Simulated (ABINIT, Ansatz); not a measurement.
# How the form of the self-energy moves the gap of MgB2C2 (Pnnm), part 2 of 2

Wanted: the gap of MgB2C2 (Pnnm) under several approximations, with cost.

ABINIT 10.8.3; PBEsol and many-body steps on it, plane waves. Known limits of the many-body steps: not at the basis limit; coarse k mesh.

So far. Step 5 (G0W0, Engel-Farid plasmon pole): Against G0W0 in ABINIT (4×2×4 mesh, 108 bands, screening to 141.5 eV, Godby-Needs plasmon pole), the gap moves by −0.009 eV. Step 6 (G0W0, von der Linden-Horsch plasmon pole): Against G0W0 in ABINIT (4×2×4 mesh, 108 bands, screening to 141.5 eV, Godby-Needs plasmon pole), the gap moves by −0.094 eV.

### Step 7. One-shot Hartree-Fock

This step: one-shot Hartree-Fock on PBEsol, plane waves, norm-conserving pseudopotentials.

run.abi

```
acell 3*1.0 Angstrom
rprim 
  4.614773700000 0.000000000000 0.000000000000
  0.000000000000 7.178871410000 0.000000000000
  0.000000000000 0.000000000000 2.765296290000
ntypat 3
znucl 12 5 6
natom 10
typat 1 1 2 2 2 2 3 3 3 3
xred 
  0.500000000000 0.500000000000 0.500000000000
  0.000000000000 0.000000000000 0.000000000000
  0.883450940000 0.729625690000 0.500000000000
  0.116549060000 0.270374310000 0.500000000000
  0.616549060000 0.229625690000 0.000000000000
  0.383450940000 0.770374310000 0.000000000000
  0.785476000000 0.220340420000 0.500000000000
  0.214524000000 0.779659580000 0.500000000000
  0.714524000000 0.720340420000 0.000000000000
  0.285476000000 0.279659580000 0.000000000000
pp_dirpath "pseudos"
pseudos "Mg.upf, B.upf, C.upf"
ecut 38
ngkpt 4 2 4
nshiftk 1
shiftk 0 0 0
kptopt 1
chksymbreak 0
istwfk *1
occopt 1
irdwfk 1
optdriver 4
nband 28
gwcalctyp 5
ecutsigx 38
symsigma 1
nkptgw 2
kptgw 
  0.0000000000 0.0000000000 0.0000000000
  0.0000000000 0.0000000000 0.2500000000
bdgw 
  23 26
  23 26
ixc_sigma 40
fftgw 31
indata_prefix "in"
outdata_prefix "out"
tmpdata_prefix "tmp"
```

Command:

```console
> OMP_NUM_THREADS=1 mpirun -n 8 abinit run.abi > log
```

Numbers of over 12 decimals in the logs are rounded to 6 here.

Output:

```text
.Version 10.8.3 of ABINIT. v10.8.2 released Aug 2026.

 Symmetries : space group Pn n m (# 58); Bravais oP (primitive ortho.)
[... echo of the input left out ...]
== DATASET  1 ==================================================================
-   mpi_nproc: 8, omp_nthreads: 1 (-1 if OMP is not activated)

--- !DatasetInfo
iteration_state: {dtset: 1, }
dimensions: {natom: 10, nkpt: 18, mband: 28, nsppol: 1, nspinor: 1, nspden: 1, mpw: 6956, }
cutoff_energies: {ecut:  38.0, pawecutdg:  -1.0, }
[...]
Band     E0 <VxcDFT>   SigX SigC(E0)      Z dSigC/dE  Sig(E)    E-E0       E
[...]
25   7.225 -11.062  -6.982   0.000   1.000   0.000  -6.982   4.079  11.305
       26   9.075 -12.182  -7.240   0.000   1.000   0.000  -7.240   4.942  14.017

== END DATASET(S) ==============================================================
================================================================================

 -outvars: echo values of variables after computation  --------
           etotal      0.0000000000E+00
            nband          28
             nkpt          18
          spgroup          58
 [... the other variables as echoed above ...]

 Calculation completed.
```

Wall time 3.8 s (8 MPI ranks of Arm Neoverse V2, shared host); peak memory 1.5 GiB; 29 s of CPU time.

This step gave:

```
quasiparticle gap on the points computed              : 7.534 eV
starting gap on the mesh                              : 1.234 eV
k of the valence top                                  : 0, 0, 0
k of the conduction bottom                            : 0, 0, 0
least direct quasiparticle gap on the computed points : 7.534 eV
```

Against G0W0 in ABINIT (4×2×4 mesh, 108 bands, screening to 141.5 eV, Godby-Needs plasmon pole), the gap moves by +5.751 eV.

### Step 8. Screening, 4×2×4 mesh, 108 bands, screening to 141.5 eV

This step: RPA screening on PBEsol, plane waves, norm-conserving pseudopotentials.

Changes to run.abi since step 7:

```diff
@@ -31,16 +31,14 @@
 irdwfk 1
-optdriver 4
-nband 28
-gwcalctyp 5
-ecutsigx 38
-symsigma 1
-nkptgw 2
-kptgw 
-  0.0000000000 0.0000000000 0.0000000000
-  0.0000000000 0.0000000000 0.2500000000
-bdgw 
-  23 26
-  23 26
-ixc_sigma 40
-fftgw 31
+optdriver 3
+nband 108
+ecuteps 5.2
+inclvkb 2
+awtr 1
+symchi 1
+gwcalctyp 2
+nfreqre 16
+freqremax 40 eV
+nfreqim 8
+spmeth 1
+nomegasf 120
 indata_prefix "in"
```

Output:

```text
.Version 10.8.3 of ABINIT. v10.8.2 released Aug 2026.

 Symmetries : space group Pn n m (# 58); Bravais oP (primitive ortho.)
[... echo of the input left out ...]
== DATASET  1 ==================================================================
-   mpi_nproc: 8, omp_nthreads: 1 (-1 if OMP is not activated)

--- !DatasetInfo
iteration_state: {dtset: 1, }
dimensions: {natom: 10, nkpt: 18, mband: 108, nsppol: 1, nspinor: 1, nspden: 1, mpw: 6956, }
cutoff_energies: {ecut:  38.0, pawecutdg:  -1.0, }
electrons: {nelect:   4.80000000E+01, charge:   0.00000000E+00, occopt:   1.00000000E+00, tsmear:   1.00000000E-02, }

 SCREENING: Calculation of the susceptibility and dielectric matrices

 Based on a program developped by R.W. Godby, V. Olevano, G. Onida, and L. Reining.
 Incorporated in ABINIT by V. Olevano, G.-M. Rignanese, and M. Torrent.
.Using double precision arithmetic ; gwpc =  8

[... cell and pseudopotentials left out ...]
--------------------------------------------------------------------------------

 ==== K-mesh for the wavefunctions ====
 Number of points in the irreducible wedge :    18
[... list of points left out ...]
 Together with  8 symmetry operations and time-reversal symmetry
 yields    32 points in the full Brillouin Zone.

 ==== Q-mesh for the screening function ====
 Number of points in the irreducible wedge :    18
[... list of points left out ...]
 Together with  8 symmetry operations and time-reversal symmetry
 yields    32 points in the full Brillouin Zone.

 setmesh: FFT mesh size selected  =    36x   54x   20
          total number of points  =        38880

 vcoul_init : cutoff-mode = AUXILIARY_FUNCTION
 q-points for optical limit:   1
     1)      0.000010    0.000020    0.000030

- screening: taking advantage of time-reversal symmetry
- Maximum band index for partially occupied states nbvw = 24
- Remaining bands to be divided among processors   nbcw = 84
- Number of bands treated by each node ~10

 Number of electrons calculated from density =   48.0000; Expected =   48.0000
 average of density, n =  0.077642
 r_s =    1.4541
 omega_plasma =   26.8784 [eV]

 calculating chi0 at frequencies [eV] :
  1    0.000000E+00    0.000000E+00
  2    2.666667E+00    0.000000E+00
  3    5.333333E+00    0.000000E+00
[...]
23    0.000000E+00    6.845467E+01
 24    0.000000E+00    9.638491E+01

--------------------------------------------------------------------------------
  q-point number  1        q = ( 0.000000, 0.000000, 0.000000) [r.l.u.]
--------------------------------------------------------------------------------
[... chi0 elements left out ...]
  [... further frequencies ...]

 No. of calculated frequencies >  15, stop printing
 For q-point:  0.000010 0.000020 0.000030
  dielectric constant =   8.5846
  dielectric constant without local fields =   9.1641

  Average fulfillment of the sum rule on Im[epsilon] for q-point    1 :     52.90  [%]
[... wings left out ...]
  q-point number  2        q = ( 0.250000, 0.000000, 0.000000) [r.l.u.]
--------------------------------------------------------------------------------
[... chi0 elements left out ...]
  [... further frequencies ...]

 No. of calculated frequencies >  15, stop printing
  Average fulfillment of the sum rule on Im[epsilon] for q-point    2 :     62.66  [%]

 [... 16 further q-points ...]
```

The job ended after 2.5 min (8 MPI ranks; peak memory 5.9 GiB; 20 min of CPU time).

This step gave:

```
ε∞ with local fields, on this mesh, along the program's q direction : 8.585
the same without local fields                                       : 9.164
plasma frequency                                                    : 26.88 eV
plane waves in the screening matrix                                 : 353
```

### Step 9. G0W0, contour deformation

This step: G0W0 on PBEsol, plane waves, norm-conserving pseudopotentials.

Changes to run.abi since step 8:

```diff
@@ -31,14 +31,17 @@
 irdwfk 1
-optdriver 3
+optdriver 4
 nband 108
+gwcalctyp 2
+ecutsigx 38
+symsigma 1
+nkptgw 2
+kptgw 
+  0.0000000000 0.0000000000 0.0000000000
+  0.0000000000 0.0000000000 0.2500000000
+bdgw 
+  23 26
+  23 26
 ecuteps 5.2
-inclvkb 2
-awtr 1
-symchi 1
-gwcalctyp 2
-nfreqre 16
-freqremax 40 eV
-nfreqim 8
-spmeth 1
-nomegasf 120
+irdscr 1
+gwmem 01
 indata_prefix "in"
```

Output:

```text
.Version 10.8.3 of ABINIT. v10.8.2 released Aug 2026.

 Symmetries : space group Pn n m (# 58); Bravais oP (primitive ortho.)
[... echo of the input left out ...]
== DATASET  1 ==================================================================
-   mpi_nproc: 8, omp_nthreads: 1 (-1 if OMP is not activated)

--- !DatasetInfo
iteration_state: {dtset: 1, }
dimensions: {natom: 10, nkpt: 18, mband: 108, nsppol: 1, nspinor: 1, nspden: 1, mpw: 6956, }
cutoff_energies: {ecut:  38.0, pawecutdg:  -1.0, }
[...]
Band     E0 <VxcDFT>   SigX SigC(E0)      Z dSigC/dE  Sig(E)    E-E0       E
[...]
26   9.075 -12.182  -7.240  -3.889   0.746  -0.340 -11.397   0.785   9.861
       26   0.000   0.000   0.000  -0.019   0.000   0.000  -0.015  -0.015  -0.015

== END DATASET(S) ==============================================================
================================================================================

 -outvars: echo values of variables after computation  --------
           etotal      0.0000000000E+00
            nband         108
             nkpt          18
          spgroup          58
 [... the other variables as echoed above ...]

 Calculation completed.
```

Elapsed: 15 s, on 8 MPI ranks; peak memory 2.4 GiB.

This step gave:

- G0W0 gap on the points computed: 1.817 eV
- starting gap on the mesh: 1.234 eV
- k of the valence top: 0, 0, 0
- k of the conduction bottom: 0, 0, 0.25
- least direct G0W0 gap on the computed points: 2.342 eV

Against G0W0 in ABINIT (4×2×4 mesh, 108 bands, screening to 141.5 eV, Godby-Needs plasmon pole), the gap moves by +0.034 eV.

### Step 10. The runs together

Times are wall times on 8 MPI ranks of Arm Neoverse V2, shared host, good to a factor of about two. A run's time includes the screening step that it read.

```csv
run,mesh,bands,screening cutoff (eV),DFT gap (eV),gap on the mesh (eV),direct (eV),ε∞ used,time
"G0W0, Godby-Needs plasmon pole",4×2×4,108,141.5,1.234,1.783,2.342,8.40,1.9 min
"G0W0, Engel-Farid plasmon pole",4×2×4,108,141.5,1.234,1.774,2.359,8.40,1.8 min
"G0W0, von der Linden-Horsch plasmon pole",4×2×4,108,141.5,1.234,1.689,2.322,8.40,1.8 min
one-shot Hartree-Fock,4×2×4,-,-,1.234,7.534,7.534,-,3.8 s
"G0W0, contour deformation",4×2×4,108,141.5,1.234,1.817,2.342,8.58,2.7 min
```

### Step 11. Summary of results

```yaml
g0w0_godby_needs_plasmon_pole: 1.783 eV
g0w0_engel_farid_plasmon_pole: 1.774 eV
g0w0_von_der_linden_horsch_plasmon_pole: 1.689 eV
one_shot_hartree_fock: 7.534 eV
g0w0_contour_deformation: 1.817 eV
known_limits: not at the basis limit; coarse k mesh
```

What this shows: G0W0, Engel-Farid plasmon pole: −0.009 eV against G0W0, Godby-Needs plasmon pole. G0W0, von der Linden-Horsch plasmon pole: −0.094 eV against G0W0, Godby-Needs plasmon pole. One-shot Hartree-Fock: +5.751 eV against G0W0, Godby-Needs plasmon pole. G0W0, contour deformation: +0.034 eV against G0W0, Godby-Needs plasmon pole. Bare exchange alone opens the gap to 7.53 eV; against G0W0, correlation takes back 5.75 eV. Bands and cutoff are finite, so the gap is not at the basis limit. The miss can reach some tenths of an eV and take either sign; the mesh is an error of its own. In the first G0W0 run levels were corrected at 2 k points alone, so a gap called «on the mesh» is the least over those, and an edge elsewhere would be missed. The 4×2×4 mesh is coarse for this cell, which bears on the long-range parts of exchange and screening.

[Paths, hosts, dates, memory and timing lines, banners, echoed tables and standing remarks are left out of the program output.]

[Logs are printed without paths, hosts, clocks, repeated set-up lines and the standing remarks that a program may print on its own settings, such as how far it seeks lower states.]

[Runs of the session that timed out or met a known fault of the program may be left out.]

[No measured gap is set beside runs whose start may be inverted or whose files or cutoffs have a known fault.]

[Hosts, paths, dates, database ids (printed as entryN), source tags and the programs' standing remarks are cut or masked in the printed files.]

[G0W0 gaps are taken among the corrected bands and points alone; a level outside them can change the order at an edge.]

[Where Ansatz stands beside ABINIT at settings called matched, ABINIT's density can come from a denser mesh and the files from another edition; pairs whose starting gaps differed by over 0.03 eV were left out, so agreement reads better than it is.]
